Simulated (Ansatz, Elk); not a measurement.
# How far do independent atoms describe ZrTiAl4?

Structure refinements treat a crystal as free atoms side by side. For a made-up structure of ZrTiAl4 (cell and positions from a PBE relaxation) the runs below show what the calculated density changes in F(hkl).

Calculated with Elk 11.2.3 (patched build); DFT, PBE, all-electron APW+lo, Dirac cores, scalar-relativistic bands, static density, no spin.

This account leaves out most program logs.

The structure was built from a prototype and need not be the compound's stable phase.

## (1) Set-up

It takes space group P6/mmm (No. 191, hexagonal). The conventional cell has a = 4.407 Å, b = 4.407 Å, c = 6.127 Å, α = 90.00°, β = 90.00°, γ = 120.00°. Zr has 12 Al at 3.01 Å and 2 Ti at 3.06 Å nearest. Nearest to Ti lie 12 Al at 2.93 Å and 2 Zr at 3.06 Å. Nearest to Al lie 4 Al at 2.54 to 2.90 Å and 3 Ti at 2.93 Å and 3 Zr at 3.01 Å. Farther neighbours are not listed.

Coordinates:

```cif
data_structure
_symmetry_space_group_name_H-M 'P 1'
_symmetry_Int_Tables_number 1
_cell_length_a 4.4070
_cell_length_b 4.4070
_cell_length_c 6.1272
_cell_angle_alpha 90.000
_cell_angle_beta 90.000
_cell_angle_gamma 120.000
_cell_volume 103.05
loop_
_atom_site_label
_atom_site_type_symbol
_atom_site_fract_x
_atom_site_fract_y
_atom_site_fract_z
_atom_site_occupancy
Zr1 Zr 0.00000 0.00000 0.50000 1
Ti2 Ti 0.00000 0.00000 0.00000 1
Al3 Al 0.66667 0.33333 0.23698 1
Al4 Al 0.66667 0.33333 0.76302 1
Al5 Al 0.33333 0.66667 0.23698 1
Al6 Al 0.33333 0.66667 0.76302 1
```

## (2) Ground state and structure factors

An all-electron density is needed, since X-rays see the cores too. Task 0 finds the density and task 195 Fourier-transforms it; tshift is off so that phases refer to the origin typed.

Contents of elk.in:

```
tasks
  0
  195

xctype
  20

spinpol
  .false.

rgkmax
  7.0

gmaxvr
  14.0

lmaxo
  7

lmaxapw
  8

swidth
  0.002

tshift
  .false.

ramdisk
  .false.

hmaxvr
  5.5

maxscl
  120

epspot
  1e-06

sppath
  './'

avec
  8.32793510127 -0.00000000000 0.00000000000
  -4.16396755064 7.21220335877 -0.00000000000
  0.00000000000 0.00000000000 11.57867362797

atoms
  3
  'Zr.in'
  1
  0.0000000000 -0.0000000000 0.5000000000   0.000000 0.000000 0.000000
  'Ti.in'
  1
  -0.0000000000 -0.0000000000 -0.0000000000   0.000000 0.000000 0.000000
  'Al.in'
  4
  0.6666666667 0.3333333333 0.2369799423   0.000000 0.000000 0.000000
  0.6666666667 0.3333333333 0.7630200577   0.000000 0.000000 0.000000
  0.3333333333 0.6666666667 0.2369799423   0.000000 0.000000 0.000000
  0.3333333333 0.6666666667 0.7630200577   0.000000 0.000000 0.000000

ngridk
  6 6 4
```

On the command line:

```sh
> OMP_NUM_THREADS=4 elk
```

Elapsed: 26 s, on 4 threads of AMD EPYC 7B13 (Zen 3), shared host; peak memory 0.22 GiB; 65 s of CPU time.

SFACRHO.OUT:

```text

h k l indices transformed by vhmat matrix:
   1.000000000       0.000000000       0.000000000    
   0.000000000       1.000000000       0.000000000    
   0.000000000       0.000000000       1.000000000    

      h      k      l  multipl.   |H|            Re(F)            Im(F)           |F|

      0      0      0      1   0.0000000       114.00000      0.26022094E-16   114.00000    
      0      0     -1      2  0.54265156      -13.370819     -0.21715352E-13   13.370819    
     -1      1      0      6  0.87118804       32.170000     -0.84448590E-14   32.170000    
      0     -1      1     12   1.0263719      -17.672040      0.21715352E-13   17.672040    
      0      0     -2      2   1.0853031       11.105786      0.69066883E-13   11.105786    
      1     -1      2     12   1.3917081       64.049700     -0.36192253E-13   64.049700    
     -1     -1      0      6   1.5089419       79.864964      0.58534007E-13   79.864964    
      1     -2     -1     12   1.6035512      -11.979614     -0.15683310E-13   11.979614    
      0      0      3      2   1.6279547      -22.961149      0.53081971E-13   22.961149    
      0     -2      0      6   1.7423761       26.396719     -0.72384506E-14   26.396719    
     -2      2      1     12   1.8249233      -15.633060      0.14476901E-13   15.633060    
     -1      0      3     12   1.8464033      -10.328697      0.65749260E-13   10.328697    
      2     -1     -2     12   1.8587062       9.9175752      0.61979233E-13   9.9175752    
      0      2     -2     12   2.0527438       55.036715      0.13270493E-13   55.036715    
      0      0     -4      2   2.1706062       67.423662      0.87464611E-14   67.423662    
      2     -1      3     12   2.2197167      -20.793179      0.51875563E-13   20.793179    
      2      1      0     12   2.3049469       22.724129      0.42224295E-13   22.724129    
     -1      0      4     12   2.3389100       23.284912     -0.88067816E-13   23.284912
```

Elk indexes on the primitive cell of elk.in and gives |H| = 4π sin θ/λ in inverse bohr. Below, one row stands for each form hkl of the conventional cell (m members, Friedel mates merged), F is for one primitive cell and the density is static (no thermal factor). Free-atom factors are Waasmaier and Kirfel's, and R is Σm||F|−|F'||/Σm|F|.

```tsv
hkl	m	sin θ/λ (Å⁻¹)	abs F, DFT	neutral atoms	diff.
001	2	0.082	13.371	13.435	-0.064
100	6	0.131	32.170	32.041	+0.129
101	12	0.154	17.672	17.656	+0.016
002	2	0.163	11.106	11.627	-0.521
102	12	0.209	64.050	64.510	-0.460
110	6	0.227	79.865	80.474	-0.609
111	12	0.241	11.980	11.922	+0.057
003	2	0.245	22.961	22.963	-0.002
200	6	0.262	26.397	26.258	+0.139
201	12	0.274	15.633	15.590	+0.043
103	12	0.278	10.329	10.261	+0.068
112	12	0.280	9.918	9.683	+0.235
202	12	0.309	55.037	55.075	-0.039
004	2	0.326	67.424	67.307	+0.117
113	12	0.334	20.793	20.758	+0.035
210	12	0.347	22.724	22.678	+0.046
104	12	0.352	23.285	23.265	+0.020
211	24	0.356	14.436	14.394	+0.042
```

## (3) The highest occupied states alone

An energy window below the Fermi level keeps the highest occupied states, to see at which angles they scatter; shallow core shells can lie inside it and anion s states outside. No new self-consistency is needed.

Edit elk.in of step 2 so:

```diff
@@ -1,3 +1,2 @@
 tasks
-  0
   195
@@ -40,2 +39,5 @@
 
+wsfac
+  -0.136130 0.604860
+
 sppath
```

On the command line:

```sh
> OMP_NUM_THREADS=4 elk
```

It took 10 s on 4 threads; peak memory 0.16 GiB; 12 s of CPU time.

States within 12 eV below the Fermi level hold 20.00 electrons; any levels below the window count with the cores. Their amplitudes can exceed the total, where window and core parts have opposite phase:

```tsv
hkl	sin θ/λ (Å⁻¹)	abs F, window	abs F, all
001	0.082	0.970	13.371
100	0.131	1.058	32.170
101	0.154	0.436	17.672
002	0.163	0.565	11.106
102	0.209	0.983	64.050
110	0.227	0.613	79.865
111	0.241	0.401	11.980
003	0.245	0.458	22.961
200	0.262	0.984	26.397
201	0.274	0.376	15.633
```

## (4) Another functional

The difference from free atoms is small, so it is set against the change that LDA (Perdew-Wang) makes.

Edit elk.in of step 3 so:

```diff
@@ -1,2 +1,3 @@
 tasks
+  0
   195
@@ -4,3 +5,3 @@
 xctype
-  20
+  3
 
@@ -39,5 +40,2 @@
 
-wsfac
-  -0.136130 0.604860
-
 sppath
```

On the command line:

```sh
> OMP_NUM_THREADS=4 elk
```

Elapsed: 18 s, on 4 threads; peak memory 0.17 GiB.

Against the first run R = 0.09 %; the largest change is -0.070 at 300.

## (5) Basis size

The basis and the expansions that go with it are enlarged, to see whether the differences are converged.

Edit elk.in of step 4 so:

```diff
@@ -5,3 +5,3 @@
 xctype
-  3
+  20
 
@@ -11,12 +11,12 @@
 rgkmax
-  7.0
+  8.5
 
 gmaxvr
-  14.0
+  18.0
 
 lmaxo
-  7
+  9
 
 lmaxapw
-  8
+  10
```

On the command line:

```sh
> OMP_NUM_THREADS=4 elk
```

It took 59 s on 4 threads; peak memory 0.42 GiB; 2.4 min of CPU time.

Against the first run R = 0.01 %; the largest change is -0.007 at 220.

## (6) Settings against the effect

```tsv
run	R against the first run (%)	R against neutral atoms, low angle (%)	wall time
PBE, rgkmax 7	0.00	0.68	26 s
LDA (Perdew-Wang)	0.09	0.67	18 s
rgkmax 8.5 with larger expansions	0.01	0.68	59 s
```

## (7) Summary of results

```
R against neutral atoms, sin θ/λ < 0.3 Å⁻¹ : 0.68 %
R against neutral atoms, 0.3 to 0.83 Å⁻¹   : 0.18 %
```

What this shows: Independent neutral atoms miss the calculated amplitudes by R = 0.68 % below 0.3 Å⁻¹ and 0.18 % from there to 0.83 Å⁻¹; by shells, 0.41 % below 0.15 Å⁻¹ (2 forms), 0.71 % 0.15 to 0.3 (10 forms), 0.15 % 0.3 to 0.45 (16 forms), 0.19 % above 0.45 (106 forms). Bonding, aspherical density and the tables' own atoms all enter these figures, and the runs don't part them. The largest change of an amplitude is -0.61 electrons, at 110. The window's part falls from 20.0 electrons at the origin to at most 0.33 between 0.45 and 0.83 Å⁻¹. Below 0.3 Å⁻¹ the changes that finished (LDA (Perdew-Wang) and rgkmax 8.5 with larger expansions) move F by R = 0.03 % at most, against the 0.68 % that separates it from free atoms. The k-mesh has no finished test. These runs have no spin, though d or f shells may be open. Part of the difference isn't bonding: the tables are fits to free atoms and ions calculated by other methods than this functional. Thermal motion, anomalous dispersion and extinction are left out.

[Logs are printed without paths, hosts, clocks, repeated set-up lines and the standing remarks that a program may print on its own settings, such as how far it seeks lower states.]

[Hosts, paths, dates, database ids (printed as entryN), source tags and the programs' standing remarks are cut or masked in the printed files.]
